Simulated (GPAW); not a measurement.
# A GW chain in GPAW: SrWO4 (I4_1/a)

How does a plane-wave GW calculation on SrWO4 (I4_1/a) run from the first input to the gap?

Method: LDA and many-body steps on it, plane waves, in GPAW 26.7.0.

**What was measured.**

- Gap 5.08 eV: direct gap from absorption edge with Urbach fit; optical absorption; 300 K; bulk crystal (thin cleaved platelet of Czochralski crystal, 10-30 um thick) (“Optical absorption of divalent metal tungstates: Correlation between the band-gap energy and the cation ionic radius”, 2008, arxiv:0807.2115).

## (1) Set-up

Symmetry: I4_1/a, No. 88, tetragonal system. The conventional cell has a = 5.440 Å, b = 5.440 Å, c = 11.940 Å, α = 90.00°, β = 90.00°, γ = 90.00°. Nearest to Sr lie 8 O at 2.58 to 2.62 Å. W has 4 O at 1.80 Å nearest. Nearest to O lie 1 W at 1.80 Å and 2 Sr at 2.58 to 2.62 Å. Farther neighbours and most contacts between anions are not listed.

The cell and positions are those that the Materials Project relaxed with its own functionals (PBE, PBE+U or r2SCAN), kept fixed. Spin-orbit coupling is left out unless a step names it.

## (2) Ground state

This step: GPAW 26.7.0; DFT, LDA, plane waves, PAW.

The ground-state density comes first.

Contents of run.py:

```python
import json
import numpy as np
from gpaw.mpi import world
from ase import Atoms
from gpaw import GPAW, PW, FermiDirac

atoms = Atoms(['Sr', 'Sr', 'W', 'W', 'O', 'O', 'O', 'O', 'O', 'O', 'O', 'O'],
    cell=[[-2.7201121709, 2.7201121709, 5.9699255756],
      [2.7201121709, -2.7201121709, 5.9699255756],
      [2.7201121709, 2.7201121709, -5.9699255756]],
    scaled_positions=[[0.7500000000, 0.2500000000, 0.5000000000],
      [0.0000000000, 0.0000000000, 0.0000000000],
      [0.2500000000, 0.7500000000, 0.5000000000],
      [0.5000000000, 0.5000000000, 0.0000000000],
      [0.4408429100, 0.8185737800, 0.0933980700],
      [0.5685737800, 0.9751757100, 0.8777308700],
      [0.0974448400, 0.6908429100, 0.1222691300],
      [0.7251757100, 0.3474448400, 0.9066019300],
      [0.0248242900, 0.9025551600, 0.5933980700],
      [0.6525551600, 0.5591570900, 0.3777308700],
      [0.1814262200, 0.2748242900, 0.6222691300],
      [0.3091570900, 0.4314262200, 0.4066019300]],
    pbc=(True, True, True))
calc = GPAW(mode=PW(600),
    xc='LDA',
    kpts={'size': (6, 6, 6), 'gamma': True},
    occupations=FermiDirac(0.001),
    nbands=-12,
    convergence={'density': 1e-6, 'bands': -3},
    maxiter=100,
    txt='gs.txt')
atoms.calc = calc
res = {'energy': atoms.get_potential_energy(), 'forces': atoms.get_forces(), 'stress': atoms.get_stress()}
kpts = calc.get_ibz_k_points()
res['kpts'] = kpts
res['eigenvalues'] = [calc.get_eigenvalues(kpt=k) for k in range(len(kpts))]
res['n_electrons'] = calc.get_number_of_electrons()
calc.write('gs.gpw')

if world.rank == 0:
    with open('result.json', 'w') as f:
        json.dump(res, f, default=lambda x: x.tolist())
```

Run with:

```sh
$ mpirun -n 8 gpaw python run.py
```

Numbers of over 12 decimals in the logs are rounded to 6 here.

Log:

```text
__  _  _
 | _ |_)|_||  |
 |__||  | ||/\| - 26.7.0

Input parameters:
  mode=PW(ecut=600.0),
  convergence={'density': 1e-06, 'bands': -3},
  kpts=MonkhorstPack(size=(6, 6, 6), gamma=True),
  maxiter=100,
  nbands=-12,
  occupations=Occupations(name='fermi-dirac', width=0.001, fixmagmom=False),
  xc=XC(name='LDA')
  [... matrices ...]
Diagonalizing LCAO Hamiltonian
Converting LCAO to pw mode

           O
        W  O

         Sr      O
            O
            OO W
                 O

        Sr
              O

Atoms  # Å, Bohr magnetons
|    | symbol |        x |         y |         z |    initial magnetic moments |
|  0 |     Sr | 0.000000 |  2.720112 |  2.984963 | ( 0.0000,  0.0000,  0.0000) |
|  1 |     Sr | 0.000000 |  0.000000 |  0.000000 | ( 0.0000,  0.0000,  0.0000) |
|  2 |      W | 2.720112 |  0.000000 |  2.984963 | ( 0.0000,  0.0000,  0.0000) |
|  3 |      W | 0.000000 |  0.000000 |  5.969926 | ( 0.0000,  0.0000,  0.0000) |
|  4 |      O | 1.281524 | -0.773417 |  6.961044 | ( 0.0000,  0.0000,  0.0000) |
|  5 |      O | 3.493529 |  1.281524 |  3.976082 | ( 0.0000,  0.0000,  0.0000) |
|  6 |      O | 1.946695 | -1.281524 |  3.976082 | ( 0.0000,  0.0000,  0.0000) |
|  7 |      O | 1.438589 |  3.493529 |  0.991119 | ( 0.0000,  0.0000,  0.0000) |
|  8 |      O | 4.001636 | -0.773417 |  1.993844 | ( 0.0000,  0.0000,  0.0000) |
|  9 |      O | 0.773417 |  1.281524 |  4.978807 | ( 0.0000,  0.0000,  0.0000) |
| 10 |      O | 1.946695 |  1.438589 | -0.991119 | ( 0.0000,  0.0000,  0.0000) |
| 11 |      O | 1.438589 |  0.773417 |  1.993844 | ( 0.0000,  0.0000,  0.0000) |

Unit cell  # Å
| periodic |         x |         y |         z |  lengths |     angles |
|      yes | -2.720112 |  2.720112 |  5.969926 | 7.101974 | 134.959751 |
|      yes |  2.720112 | -2.720112 |  5.969926 | 7.101974 | 134.959751 |
|      yes |  2.720112 |  2.720112 | -5.969926 | 7.101974 |  65.592744 |

Number of symmetries: 4
Symmetry operations  # r_c * U_cc + t_c -> r_c
|   | kind |            matrix            |
| 0 |  E   |  1, 0, 0,  0, 1, 0,  0, 0, 1 |
| 1 |  C2  |  0, 1, 0,  1, 0, 0, -1,-1,-1 |
| 2 |  S4  |  0, 0, 1, -1,-1,-1,  0, 1, 0 |
| 3 |  S4  | -1,-1,-1,  0, 0, 1,  1, 0, 0 |

BZ-sampling:
  Number of BZ points: 216
  Number of IBZ points: 36

  Monkhorst-Pack size: [6, 6, 6]
  Monkhorst-Pack shift: [0.083333, 0.083333, 0.083333]

K-points  # in reciprocal-cell coordinates
|     |                                coordinates |     weight |
|   0 | (  0.00000000,   0.00000000,   0.00000000) | 0.00462963 |
|   1 | (  0.16666667,  -0.16666667,   0.00000000) | 0.01851852 |
|   2 | (  0.16666667,  -0.16666667,   0.16666667) | 0.01851852 |
|   3 | (  0.16666667,   0.00000000,   0.00000000) | 0.03703704 |
|   4 | (  0.16666667,   0.16666667,  -0.16666667) | 0.00925926 |
|   5 | (  0.33333333,  -0.33333333,  -0.16666667) | 0.01851852 |
|   6 | (  0.33333333,  -0.33333333,   0.00000000) | 0.01851852 |
|   7 | (  0.33333333,  -0.33333333,   0.16666667) | 0.01851852 |
|   8 | (  0.33333333,  -0.33333333,   0.33333333) | 0.01851852 |
|   9 | (  0.33333333,  -0.16666667,  -0.16666667) | 0.03703704 |
| ... |                                            |            |
|  35 | (  0.50000000,   0.50000000,   0.50000000) | 0.00462963 |

Plane wave coefficients: 5948
Cutoff: 600.0 eV

Spin-components: 1 (collinear spins)
Bands:           60
Projectors:      62
Spin-degeneracy: 2
Datatype:        complex128

  Storage: CPU
  Wave functions: 202_625_280 bytes (25_328_160 per core)
  Projectors: 124_952_256 bytes (15_619_032 per core)
  [... matrices ...]
Parallelization:
  kpt:    4
  domain: 2
  band:   1

Density:
  Valence electrons: 96.0
  Components: 1
  Grid points: [42 42 42]
  Charge: 0.0  # |e|

Potential:
  Grid points: [42 42 42]

species:
  Sr:
    name:    Strontium
    Z:       38.0
    valence: 10
    core:    28
    charge:  0.0  # [|e|]
    compensation charges:
      type: gauss
      rc: 0.40  # [Å]
      lmax: 2
    cutoffs:
      filter: 2.39  # [Å]
      core: 1.85  # [Å]
    projectors
    | kind |    occ | energy [eV] | rcut [Å] |
    |   4s |  2.000 |     -40.901 |    1.291 |
    |   5s |  2.000 |      -3.641 |    1.291 |
    |   4p |  6.000 |     -22.864 |    1.291 |
    |    p |        |       4.348 |    1.291 |
    |    d |        |       0.000 |    1.254 |

    Using partial waves for Sr as LCAO basis

  W:
    name:    Tungsten
    Z:       74.0
    valence: 14
    core:    60
    charge:  0.0  # [|e|]
    compensation charges:
      type: gauss
      rc: 0.40  # [Å]
      lmax: 2
    cutoffs:
      filter: 2.36  # [Å]
      core: 3.02  # [Å]
    projectors
    | kind |    occ | energy [eV] | rcut [Å] |
    |   5s |  2.000 |     -79.053 |    1.344 |
    |   6s |  2.000 |      -5.886 |    1.344 |
    |   5p |  6.000 |     -43.417 |    1.355 |
    |   6p |  0.000 |      -1.469 |    1.355 |
    |   5d |  4.000 |      -4.693 |    1.228 |
    |    d |        |      22.518 |    1.228 |

    Using partial waves for W as LCAO basis

  O:
    name:    Oxygen
    Z:       8.0
    valence: 6
    core:    2
    charge:  0.0  # [|e|]
    compensation charges:
      type: gauss
      rc: 0.21  # [Å]
      lmax: 2
    cutoffs:
      filter: 1.17  # [Å]
      core: 0.83  # [Å]
    projectors
    | kind |    occ | energy [eV] | rcut [Å] |
    |   2s |  2.000 |     -23.752 |    0.688 |
    |   2p |  4.000 |      -9.195 |    0.598 |
    |    s |        |       3.459 |    0.688 |
    |    p |        |      18.016 |    0.598 |
    |    d |        |       0.000 |    0.619 |

    Using partial waves for O as LCAO basis

Reference energy: -1066048.947101  # eV

eigensolver:
  PPCG
  Converge bands: -3
  niter=2

density mixing:
  MSR1-Mixer
  Pratt-step length: 0.05
  Maximum mixing coefficient: 0.75
  Old densities: 10
  SVD Regularization: 0.005
  Good broyden scale: 1.0
  Trust region scale: 1.0
  Backstep threshold: 4.0
  History deletion threshold: 6.0
  Fourier metric: weight=20.0, sigma=0.015

occupation numbers:
  Fermi-Dirac:
    width: 0.0010  # eV

poisson solver:
  ecut: 4800.0  # eV

xc functional:
  name: None

Initialization done in: 23.490 s

convergence criteria:
- Maximum integral of absolute [dens]ity change: 1e-06 electrons / valence electron
- Maximum [total energy] change in last 3 cyles: 0.0005 eV / valence electron
- Maximum integral of absolute [eigenst]ate change: 4e-08 eV^2 / valence electron
maximum number of iterations: 100

SCF iterations
|iter     |     time |      energy | eigst |  dens |
|iter:   1|  | -123.885487 | +0.46 |       |
|iter:   2|  | -119.140411 | -0.48 | -0.82 |
|iter:   3|  | -109.834594 | +0.02 | -0.89 |
|iter:   4|  | -109.518666 | -0.98 | -1.46 |
|iter:   5|  | -109.441666 | -1.58 | -1.65 |
|iter:   6|  | -109.433605 | -2.06 | -2.07 |
|iter:   7|  | -109.433534c| -2.46 | -2.99 |
|iter:   8|  | -109.433536c| -2.83 | -3.51 |
|iter:   9|  | -109.433535c| -3.12 | -4.23 |
|iter:  10|  | -109.433535c| -3.43 | -4.67 |
|iter:  11|  | -109.433535c| -3.79 | -4.86 |
|iter:  12|  | -109.433535c| -4.19 | -5.59 |
|iter:  13|  | -109.433535c| -4.48 | -6.03c|
|iter:  14|  | -109.433535c| -4.88 | -6.42c|
|iter:  15|  | -109.433535c| -5.20 | -6.96c|
|iter:  16|  | -109.433535c| -5.60 | -7.63c|
|iter:  17|  | -109.433535c| -6.05 | -8.21c|
|iter:  18|  | -109.433535c| -6.39 | -8.81c|
|iter:  19|  | -109.433535c| -6.65 | -9.32c|
|iter:  20|  | -109.433535c| -7.02 | -9.96c|
|iter:  21|  | -109.433535c| -7.22 |-10.39c|
|iter:  22|  | -109.433535c| -7.61c|-10.74c|

Converged in 22 steps
SCF loop duration: 163.017 s (7.410 s/step)
Energy contributions relative to reference atoms: (reference = -1066048.947101)
  [... matrices ...]
Energy contributions:
  Kinetic:          75.310341
  Coulomb:         -91.563869
  Zero:              0.435704
  External:          0.000000
  Xc:              -93.615712
  Entropy:          -0.000000
  Spinorbit:         0.000000
  ----------------------------
  Free energy:    -109.433535
  Extrapolated:   -109.433535

dipole moment: (-5.705488, -36.092404, -0.850359)  # |e|*Ang

Fermi level: 4.775
Eigenvalues  # (at kpt = [0.000, 0.000, 0.000])
| band index |      eig [eV] | occ [0-2] |
|          0 |       -69.961 |     2.000 |
|        ... |               |           |
|         40 |         2.265 |     2.000 |
|         41 |         2.265 |     2.000 |
|         42 |         2.373 |     2.000 |
|         43 |         2.373 |     2.000 |
|         44 |         2.521 |     2.000 |
|         45 |         2.932 |     2.000 |
|         46 |         3.244 |     2.000 |
|         47 |         3.244 |     2.000 |
|         48 |         7.561 |     0.000 |
[...]
|         55 |         9.774 |     0.000 |
|        ... |               |           |
|         59 |        11.337 |     0.000 |

Gap: 4.317 eV
Transition (v -> c):
  (s=0, k=0, n=47, [0.00, 0.00, 0.00]) -> (s=0, k=0, n=48, [0.00, 0.00, 0.00])
No difference between direct/indirect transitions

Forces  # eV/Ang
|        x |        y |        z |
|  0.00000 |  0.00000 |  0.00000 |  # Sr   0
|  0.00000 |  0.00000 |  0.00000 |  # Sr   1
|  0.00000 |  0.00000 | -0.00000 |  # W    2
|  0.00000 |  0.00000 | -0.00000 |  # W    3
| -0.70986 |  0.42143 | -0.53146 |  # O    4
| -0.42143 | -0.70986 | -0.53146 |  # O    5
|  0.42143 |  0.70986 | -0.53146 |  # O    6
|  0.70986 | -0.42143 | -0.53146 |  # O    7
| -0.70986 |  0.42143 |  0.53146 |  # O    8
| -0.42143 | -0.70986 |  0.53146 |  # O    9
|  0.42143 |  0.70986 |  0.53146 |  # O   10
|  0.70986 | -0.42143 |  0.53146 |  # O   11

Force computation time: 0.668  # s

Stress tensor  # eV/Ang^3
|         x |        y |         z |
|  0.081385 | 0.000000 | -0.000000 |
|  0.000000 | 0.081385 |  0.000000 |
| -0.000000 | 0.000000 |  0.079044 |

Stress computation time: 3.555  # s

# Writing to gs.gpw (mode='')
  [... matrices ...]
```

Elapsed: 3.3 min, on 8 MPI ranks of Arm Neoverse V1, shared host; peak memory 2.1 GiB.

Numbers from this step:

- total energy: -109.4335 eV
- gap: 4.317 eV
- k of the valence top: 0, 0, 0
- k of the conduction bottom: 0, 0, 0
- least direct gap: 4.317 eV
- pressure: -12.91 GPa

The gap is direct, at Γ. The pressure of -13 GPa says that this functional would shrink the cell; it is kept.

## (3) Empty states on the mesh, 4×4×4 mesh, 604 bands

The sums over transitions need many empty states on a uniform mesh; this step solves for them.

Contents of run.py:

```python
import json
import numpy as np
from gpaw.mpi import world
from gpaw import GPAW

calc = GPAW('gs.gpw').fixed_density(kpts={'size': (4, 4, 4), 'gamma': True},
    parallel={'domain': 1, 'band': 1},
    txt='nscf.txt')
calc.diagonalize_full_hamiltonian(nbands=604)
calc.write('full.gpw', mode='all')
res = {}
kpts = calc.get_ibz_k_points()
res['kpts'] = kpts
res['eigenvalues'] = [calc.get_eigenvalues(kpt=k) for k in range(len(kpts))]
res['n_electrons'] = calc.get_number_of_electrons()

if world.rank == 0:
    with open('result.json', 'w') as f:
        json.dump(res, f, default=lambda x: x.tolist())
```

Run with:

```sh
$ mpirun -n 8 gpaw python run.py
```

Log:

```text
Diagonalizing LCAO Hamiltonian
Converting LCAO to pw mode
convergence criteria:
- Maximum integral of absolute [eigenst]ate change: 4e-08 eV^2 / valence electron
maximum number of iterations: 100

SCF iterations
|iter     |     time |      energy | eigst |  dens |
|iter:   1|  |             | +0.54 |       |
|iter:   2|  |             | -0.52 |       |
|iter:   3|  |             | -1.13 |       |
[...]
|iter:  26|  |             | -7.18 |       |
|iter:  27|  |             | -7.26 |       |
|iter:  28|  |             | -7.42c|       |
SCF steps: 28
  __  _  _
 | _ |_)|_||  |
 |__||  | ||/\| - 26.7.0

Input parameters:
  mode=PW(ecut=600.0),
  convergence={'density': 1e-06, 'bands': -3},
  gpts=array([42, 42, 42]),
  kpts=MonkhorstPack(size=(4, 4, 4), gamma=True),
  maxiter=100,
  nbands=60,
  occupations=Occupations(name='fermi-dirac', width=0.001, fixmagmom=False),
  parallel={'domain': 1, 'band': 1},
  xc=XC(name='LDA')
Matrix size: 5863x5863
# Writing to full.gpw (mode='all')
  [... matrices ...]

timing:  # [seconds]
  Total: 611.132  # ━━━━━━━━━━━━━━━━━━━━━━━━━━━━━━━━━━━━━━━━━━━━━━━━━━━━━━━━━
```

It took 12 min on 8 MPI ranks; peak memory 24 GiB; 82 min of CPU time.

This step gave:

| Quantity | Value |
| --- | --- |
| gap | 4.317 eV |
| k of the valence top | 0, 0, 0 |
| k of the conduction bottom | 0, 0, 0 |
| least direct gap | 4.317 eV |
| k points computed | 14 |
| lowest point of the top converged band, above the valence top | 116.9935 eV |

On this mesh the gap is 4.317 eV.

[end of part 1 of 2]

[Paths, hosts, dates, memory and timing lines, banners, echoed tables and standing remarks are left out of the program output.]

[Logs are printed without paths, hosts, clocks, repeated set-up lines and the standing remarks that a program may print on its own settings, such as how far it seeks lower states.]

[Runs of the session that timed out or met a known fault of the program may be left out.]

[Hosts, paths, dates, database ids (printed as entryN), source tags and the programs' standing remarks are cut or masked in the printed files.]
